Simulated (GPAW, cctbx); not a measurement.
## LiCu2SnF6: what bonding does to one electron reflection, worked out

LiCu2SnF6, Fm-3m (no. 225), a = 8.0571 Å, b = 8.0571 Å, c = 8.0571 Å, α = 90.00°, β = 90.00°, γ = 90.00°.

```csv
atom,mult.,x,y,z
Sn1,4,0,0,0
Cu1,8,1/4,1/4,3/4
F1,24,0,0,0.7496
Li1,4,1/2,0,0
```

The start was made by putting kin elements into a known structure type; the compound need not exist, or be stable, in this form.

A DFT run (GPAW, PBE, 550 eV, 4×4×4 k-points, Fermi–Dirac width 0.05 eV) gives the static X-ray structure factor of 020 as 43.247 e for the conventional cell; superposed free atoms give 41.520 e. **Problem.** Find the Fourier component V of the crystal potential and the two-beam extinction distance at 120 kV in both cases.

## 1. Geometry

The cell volume is Ω = 523.04 Å³ and d(020) = 4.0286 Å, so g = 1/d = 0.2482 Å⁻¹.

## 2. The nuclei

Electrons feel nuclei as well as electrons, so the nuclear charges are summed with the same phases.

Phase sums Σ exp(2πi h·x), turned so that the total is real and positive: Sn +4.000, Cu -8.000, F +8.000, Li +4.000. Then F_Z = 50 × (+4.000) + 29 × (-8.000) + 9 × (+8.000) + 3 × (+4.000) = 52.00 e. The electron term has the same sign for this reflection.

## 3. Mott–Bethe

Poisson's equation, term by term, gives V = (e/4πε₀)(F_Z − F)/(πΩg²), with e/4πε₀ = 14.3996 V Å.

The prefactor is 14.3996 × 4.0286²/(π × 523.04) = 0.14222 V per electron. Free atoms: (52.00 − 41.520) × 0.14222 = 1.491 V. Crystal: (52.00 − 43.247) × 0.14222 = 1.245 V. F changes by +4.16 % and V by -16.5 %: the same 1.73 e is measured against F_Z − F = 10.5 e in place of F = 41.5 e.

## 4. Extinction distance

In the two-beam case ξ = 1/(λU) with U = 2γm₀eV/h², that is ξ = 150.41 V Å²/(γλV).

At 120 kV, λ = 0.03349 Å and γ = 1.2348. Free atoms: ξ = 2440 Å. Crystal: ξ = 2921 Å. The thickness fringes go as sin²(πt/ξ), so the two patterns slip by a quarter of a period when t|1/ξ₁ − 1/ξ₀| = 1/4, at t ≈ 370 nm. Thermal motion, absorption and many-beam coupling, left out here, change a real pattern.

## 5. Answer

V(020) is 1.25 V against 1.49 V, and ξ is 2921 against 2440 Å. Limits: static atoms, two beams; no Hubbard U on Cu.

[Outputs are excerpts: Python notices, other lines and further rows are left out; steps that failed or that the build refused (PBEsol, TPSS) are not shown.]

[Logs are printed without paths, hosts, clocks, repeated set-up lines and the standing remarks that a program may print on its own settings, such as how far it seeks lower states.]
